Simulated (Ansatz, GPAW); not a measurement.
# Optical response of CuRhS2 (model structure)

Aim: the dielectric function of CuRhS2 (model structure), and the optical constants that follow from it. The structure is a model built here, which may or may not match a known phase. It was built so: All O replaced by S in the R-3m structure of CuRhO2. The cell is first relaxed with Ansatz.

Program: GPAW 26.7.0. Level of theory: DFT, PBE, plane-wave PAW (GPAW data sets), scalar-relativistic, RPA, optical limit. Results are calculated unless marked as measured.

This is a report of a sequence of runs, with most program output left out.

### Step 1. The starting structure

It takes space group R-3m (No. 166, trigonal). The conventional cell has a = 3.607 Å, b = 3.607 Å, c = 20.133 Å, α = 90.00°, β = 90.00°, γ = 120.00°. Nearest to Rh lie 6 S at 2.36 Å. Cu has 2 S at 2.23 Å nearest. Nearest to S lie 1 Cu at 2.23 Å and 3 Rh at 2.36 Å. All O replaced by S in the R-3m structure of CuRhO2. Farther neighbours and most contacts between anions are not listed.

### Step 2. Relaxation

Spectra hang on bond lengths, so the cell is first brought to its minimum.

This step: DFT, PBE, plane-wave PAW, default files, scalar-relativistic, relaxation (Ansatz 0.2.0).

File input.yaml:

```yaml
crystal:
  lattice:
    - [1.8033435975, 1.0411609115, 6.71097947]
    - [-1.8033435975, 1.0411609115, 6.71097947]
    - [0.0, -2.0823218229, 6.71097947]
  atoms:
    - { symbol: Rh, position: [0.5, 0.5, 0.5] }
    - { symbol: Cu, position: [0.0, 0.0, 0.0] }
    - { symbol: S, position: [0.889, 0.889, 0.889] }
    - { symbol: S, position: [0.111, 0.111, 0.111] }
kpoints:
  mp_grid: { grid: [7, 7, 7] }
scf:
  occupations: { method: fermi_dirac, width: 0.05 }
hamiltonian:
  xc: pbe
output:
  forces: true
  stress: true
relax:
  f_tol: 0.02
  max_steps: 50
  cell: {}
```

Run with:

```bash
ansatz run input.yaml --threads 1 --pin off --max-ram 4096MiB --backend cpu --events-out ev --progress --plain --runs-dir out
```

It took 14 s on 1 thread of AMD EPYC 9R14 (Zen 4), shared host; peak memory 0.48 GiB.

Relaxation path:

| step | energy less that of the first step (eV) | largest force component (eV/Å) | pressure (GPa) | volume (Å³) |
| --- | --- | --- | --- | --- |
| 1 | 0.0000 | 1.1539 | -0.70 | 75.60 |
| 2 | -0.0678 | 0.2735 | -1.16 | 74.60 |
| 3 | -0.0859 | 0.0087 | 0.04 | 73.97 |
| 4 | -0.0862 | 0.0008 | 0.02 | 74.10 |
| 5* | -0.0857 | 0.0006 | 0.02 | 74.10 |

Relaxation steps marked * repeat the geometry before them on a plane-wave basis chosen anew for their cell, so energy and pressure can jump there.

Forces are held to the 12 operations that the run works with; a distortion that breaks them can't arise in this run.

```
conventional cell, symmetrised  before   after  change
                         a (Å)   3.607   3.586  -0.6 %
                         b (Å)   3.607   3.586  -0.6 %
                         c (Å)  20.133  19.960  -0.9 %
              volume (Å³/atom)   18.90   18.52  -2.0 %
```

The atoms that moved most (Å, as changes of fractional coordinates times the final cell):

```csv
atom,dx,dy,dz,length
S3,0.000,0.000,0.066,0.066
S4,0.000,0.000,-0.066,0.066
```

Final coordinates:

```xyz
4
Lattice="1.7930 1.0352 6.6532 -1.7930 1.0352 6.6532 0.0000 -2.0704 6.6532" Properties=species:S:1:pos:R:3 pbc="T T T"
Rh    0.0000    0.0000    9.9798
Cu    0.0000    0.0000    0.0000
S     0.0000    0.0000   17.8102
S     0.0000    0.0000    2.1495
```

The relaxation ends with a largest force component of 6.0e-4 eV/Å and a pressure of 0.02 GPa.

### Step 3. Ground state

First the ground state: is it a metal or has it a gap?

This step: DFT, PBE, plane-wave PAW (GPAW data sets), scalar-relativistic, ground state (GPAW 26.7.0).

File gs.py:

```python
from ase import Atoms
from ase.dft.bandgap import bandgap
from gpaw import GPAW, PW, FermiDirac

atoms = Atoms(['Rh', 'Cu', 'S', 'S'],
              cell=[[1.793032058092, 1.035207541405, 6.653223982100],
                    [-1.793032058092, 1.035207541405, 6.653223982100],
                    [0.000000000000, -2.070415082810, 6.653223982100]],
              scaled_positions=[[0.500000000000, 0.500000000000, 0.500000000000],
                                [1.000000000000, 1.000000000000, 1.000000000000],
                                [0.892307537000, 0.892307537000, 0.892307537000],
                                [0.107692463000, 0.107692463000, 0.107692463000]],
              pbc=[True, True, True])
atoms.calc = GPAW(mode=PW(450), xc='PBE', kpts={'size': (7, 7, 7), 'gamma': True},
                  occupations=FermiDirac(0.05), maxiter=150, txt='gs.txt')
print('energy (eV)', atoms.get_potential_energy())
print('Fermi level (eV)', atoms.calc.get_fermi_level())
print('valence electrons', atoms.calc.get_number_of_electrons())
print('gap (eV)', bandgap(atoms.calc, output=None)[0])
print('direct gap (eV)', bandgap(atoms.calc, direct=True, output=None)[0])
atoms.calc.write('gs.gpw')
```

Run with:

```bash
OMP_NUM_THREADS=1 python gs.py
```

Elapsed: 72 s, on 1 thread; peak memory 0.26 GiB.

Read-outs, printed or worked out from the files:

```
energy                 : -20.46 eV
Fermi energy           : 5.904 eV
gap on the k-mesh      : 0.7090 eV
direct gap on the mesh : 1.004 eV
electrons              : 38
```

There is a gap, 0.71 eV on this mesh (points off the mesh can give less), so no carriers' term is needed.

### Step 4. Bands for the response

The response needs many more empty bands than the density does.

This step: DFT, PBE, plane-wave PAW (GPAW data sets), scalar-relativistic, bands at fixed density (GPAW 26.7.0).

File nscf.py:

```python
from ase.dft.bandgap import bandgap
from gpaw import GPAW, FermiDirac

calc = GPAW('gs.gpw').fixed_density(kpts={'size': (8, 8, 8), 'gamma': True}, nbands=61, convergence={'bands': 55},
                                    occupations=FermiDirac(0.001), txt='nscf.txt')
print('gap (eV)', bandgap(calc, output=None)[0])
print('direct gap (eV)', bandgap(calc, direct=True, output=None)[0])
print('top band over the Fermi level (eV)', min(calc.get_eigenvalues(kpt=k)[54] for k in range(len(calc.get_ibz_k_points()))) - calc.get_fermi_level())
calc.write('full.gpw', mode='all')
```

Run with:

```bash
OMP_NUM_THREADS=1 python nscf.py
```

The job ended after 8.5 min (1 thread; peak memory 0.35 GiB).

Read-outs, printed or worked out from the files:

| Quantity | Value |
| --- | --- |
| gap on the k-mesh | 0.8155 eV |
| direct gap on the mesh | 1.024 eV |

### Step 5. Dielectric function, RPA

Local fields let the induced charge screen the field inside the cell, which as a rule lowers ε, most along directions where the density is uneven.

This step: DFT, PBE, plane-wave PAW (GPAW data sets), scalar-relativistic, RPA, optical limit (GPAW 26.7.0).

File df.py:

```python
from gpaw.response.df import DielectricFunction

df = DielectricFunction('full.gpw', frequencies={'type': 'nonlinear', 'domega0': 0.03, 'omega2': 8},
                        ecut=50,
                        eta=0.1,
                        nbands=55,
                        txt='df.txt')
for direction in ['x', 'z']:
    df.get_dielectric_function(xc='RPA', direction=direction, filename=f'df_{direction}.csv')
```

Run with:

```bash
OMP_NUM_THREADS=1 python df.py
```

Wall time 60 s (1 thread); peak memory 0.4 GiB.

Read-outs, printed or worked out from the files:

- electronic dielectric constant ε∞, mean over x, y and z (by symmetry where fewer were run): 12.73

The Im ε has structure finer than the step of the table below, so its rows give means over 0.5 eV, whole bins alone (the curve runs from 0 to 15.0 eV). Peaks (eV: height): E ∥ x 2.28: 16.9; E ∥ z 1.49: 9.67, 3.51: 10.9, 5.08: 6.46, 7.04: 6.23.

Sum at mesh points, not converged in k; values under the direct gap are tails of Lorentzian lines. Table of Im ε by photon energy; means over each step:

```
photon energy (eV)  E ∥ x  E ∥ z
               0.5  0.275  0.440
               1.0   1.80   4.38
               1.5   6.64   8.73
               2.0   13.5   7.98
               2.5   14.2   7.18
               3.0   11.2   8.18
               3.5   9.00   9.90
               4.0   7.26   8.79
               4.5   7.75   6.59
               5.0   6.70   5.74
               5.5   4.22   4.70
               6.0   2.86   4.31
               6.5   2.86   4.38
               7.0   3.16   5.49
               7.5   3.62   4.84
               8.0   3.07   3.98
               8.5   3.36   4.11
               9.0   3.27   3.50
               9.5   2.55   3.52
              10.0   2.39   2.94
              10.5   2.26   2.74
              11.0   2.55   2.40
              11.5   2.72   2.24
              12.0   2.64   1.42
              12.5   2.31   1.11
              13.0   1.84  0.851
              13.5   1.78  0.849
              14.0   1.63  0.914
              14.5   1.35  0.922
```

The reflectivity at normal incidence has structure finer than the step of the table below, so its rows give means over 0.5 eV, whole bins alone (the curve runs from 0 to 15.0 eV). Peaks (eV: height): E ∥ x 2.28: 45.8, 5.22: 42.2, 7.55: 24.2, 9.09: 26.9, 12.75: 28.5, 14.04: 27.6; E ∥ z 1.42: 38.0, 3.55: 38.5, 7.15: 32.5, 8.83: 32.6, 9.82: 33.9, 10.66: 34.1, 11.94: 44.0.

Sum at mesh points, not converged in k. The reflectivity at normal incidence by photon energy; means over each step:

| photon energy (eV) | E ∥ x (%) | E ∥ z (%) |
| --- | --- | --- |
| 0.5 | 32.7 | 32.6 |
| 1.0 | 35.9 | 36.8 |
| 1.5 | 39.4 | 36.5 |
| 2.0 | 43.3 | 33.1 |
| 2.5 | 43.3 | 30.8 |
| 3.0 | 39.8 | 33.1 |
| 3.5 | 37.9 | 36.6 |
| 4.0 | 33.5 | 36.3 |
| 4.5 | 35.4 | 32.7 |
| 5.0 | 39.0 | 29.4 |
| 5.5 | 38.4 | 27.2 |
| 6.0 | 25.6 | 23.1 |
| 6.5 | 18.4 | 23.3 |
| 7.0 | 18.4 | 28.4 |
| 7.5 | 22.3 | 30.4 |
| 8.0 | 20.2 | 27.2 |
| 8.5 | 21.8 | 28.7 |
| 9.0 | 24.3 | 29.5 |
| 9.5 | 22.1 | 28.7 |
| 10.0 | 18.8 | 31.9 |
| 10.5 | 17.2 | 30.9 |
| 11.0 | 17.1 | 30.5 |
| 11.5 | 20.8 | 36.0 |
| 12.0 | 24.0 | 41.6 |
| 12.5 | 26.4 | 36.8 |
| 13.0 | 24.8 | 31.8 |
| 13.5 | 22.8 | 20.9 |
| 14.0 | 26.2 | 16.3 |
| 14.5 | 24.4 | 15.4 |

Sum at mesh points, not converged in k; values under the direct gap are tails of Lorentzian lines. Table of Im ε, E ∥ x by photon energy; read off at these points:

```csv
photon energy (eV),without local fields,with local fields
0.00,0,0
0.50,0.271,0.255
1.00,1.73,1.65
1.50,7.06,6.72
2.00,15.8,14.3
2.28,18.3,16.9
2.50,15.2,14.1
3.00,12.2,11.5
3.50,9.34,8.84
4.00,7.53,7.07
4.50,8.54,7.64
4.61,8.79,8.04
5.00,6.91,6.53
5.50,3.93,4.01
6.00,2.84,2.86
6.50,2.90,2.77
7.00,3.50,3.20
7.44,4.25,3.89
7.50,4.20,3.90
8.00,3.20,2.86
8.50,4.04,3.54
9.00,4.09,3.59
9.50,3.07,2.63
10.00,2.93,2.43
10.50,2.84,2.28
11.00,3.38,2.54
11.50,3.55,2.65
12.00,3.33,2.61
12.50,2.81,2.31
13.00,2.41,1.88
13.50,2.30,1.76
14.00,1.95,1.66
14.50,1.70,1.36
```

Sum at mesh points, not converged in k; values under the direct gap are tails of Lorentzian lines. Loss function −Im 1/ε at q → 0 against energy loss; read off at these points:

| energy loss (eV) | E ∥ x | E ∥ z |
| --- | --- | --- |
| 0.00 | 0 | 0 |
| 0.50 | 0.00141 | 0.00216 |
| 1.00 | 0.00651 | 0.0168 |
| 1.50 | 0.0197 | 0.0431 |
| 2.00 | 0.0356 | 0.0610 |
| 2.50 | 0.0650 | 0.0738 |
| 3.00 | 0.0810 | 0.0654 |
| 3.50 | 0.112 | 0.0793 |
| 4.00 | 0.139 | 0.101 |
| 4.50 | 0.128 | 0.148 |
| 5.00 | 0.152 | 0.152 |
| 5.50 | 0.212 | 0.206 |
| 6.00 | 0.343 | 0.209 |
| 6.12 | 0.389 | 0.209 |
| 6.50 | 0.333 | 0.225 |
| 7.00 | 0.271 | 0.153 |
| 7.50 | 0.249 | 0.194 |
| 8.00 | 0.339 | 0.263 |
| 8.50 | 0.278 | 0.251 |
| 9.00 | 0.278 | 0.299 |
| 9.50 | 0.381 | 0.280 |
| 10.00 | 0.408 | 0.319 |
| 10.50 | 0.428 | 0.319 |
| 10.59 | 0.442 | 0.313 |
| 11.00 | 0.364 | 0.378 |
| 11.50 | 0.373 | 0.354 |
| 12.00 | 0.381 | 0.426 |
| 12.50 | 0.419 | 0.614 |
| 13.00 | 0.518 | 0.930 |
| 13.43 | 0.554 | 1.17 |
| 13.50 | 0.557 | 1.15 |
| 14.00 | 0.552 | 1.08 |
| 14.50 | 0.702 | 1.07 |

Optical constants at common wavelengths, from n + ik = √ε:

```
wavelength (nm)   n x    k x  R (%) x   1/α x   n z    k z  R (%) z   1/α z
           1550  3.82  0.083     34.2  1.5 µm  3.90  0.165     35.1  746 nm
           1064  4.10  0.355     37.2  238 nm  3.93  0.834     37.2  101 nm
            800  4.22  0.859     39.7   74 nm  3.53  1.353     36.8   47 nm
            633  4.23  1.643     43.7   31 nm  3.23  1.336     34.3   38 nm
            532  3.59  2.317     45.7   18 nm  3.01  1.276     32.0   33 nm
            405  2.68  2.077     40.0   16 nm  3.02  1.462     34.0   22 nm
            365  2.34  2.102     39.9   14 nm  2.99  1.744     36.9   17 nm
```

Below the direct gap, k and the depth come from the tails of the Lorentzian lines, not from transitions.

Rows near the edge hang on the gap, which this functional as a rule makes too small, and phonon-assisted absorption is left out.

### Step 6. Results

```yaml
electronic_dielectric_constant_eps_infinity_mean_over_x_y_and_z_by_symmetry_where_fewer_were_run_rpa: 12.7
```

What this shows: At this level (PBE, RPA) CuRhS2 has a mean ε∞ = 12.7 and n = 3.82 at 1550 nm (E ∥ x). The cell shrank by 2.0 % in volume. On the mesh the gap is 0.82 eV and the least direct gap 1.02 eV, so on this mesh the band edges lie at different points. Local fields change the static value along x from 13.77 to 12.85 (-7 %). The static values by axis are 12.85 (x), 12.51 (z). Excitons and phonon-assisted transitions are missing; PBE gaps are as a rule too small, which pulls the onset down and ε∞ up. In this version of GPAW the matrix elements of the optical limit are incomplete, which can lower ε − 1 by up to a tenth where first-row anions or d states rule, and shift it by more in d metals. The sum runs over mesh points 0.26 Å⁻¹ apart with no interpolation, so peaks are partly noise of the mesh; over so small a direct gap single mesh points weigh heavily, so ε∞, n and their changes from run to run can be far off.

[Machine, clock and banner lines and Python warnings are left out of the logs.]

[Logs are printed without paths, hosts, clocks, repeated set-up lines and the standing remarks that a program may print on its own settings, such as how far it seeks lower states.]

[Hosts, paths, dates, database ids (printed as entryN), source tags and the programs' standing remarks are cut or masked in the printed files.]
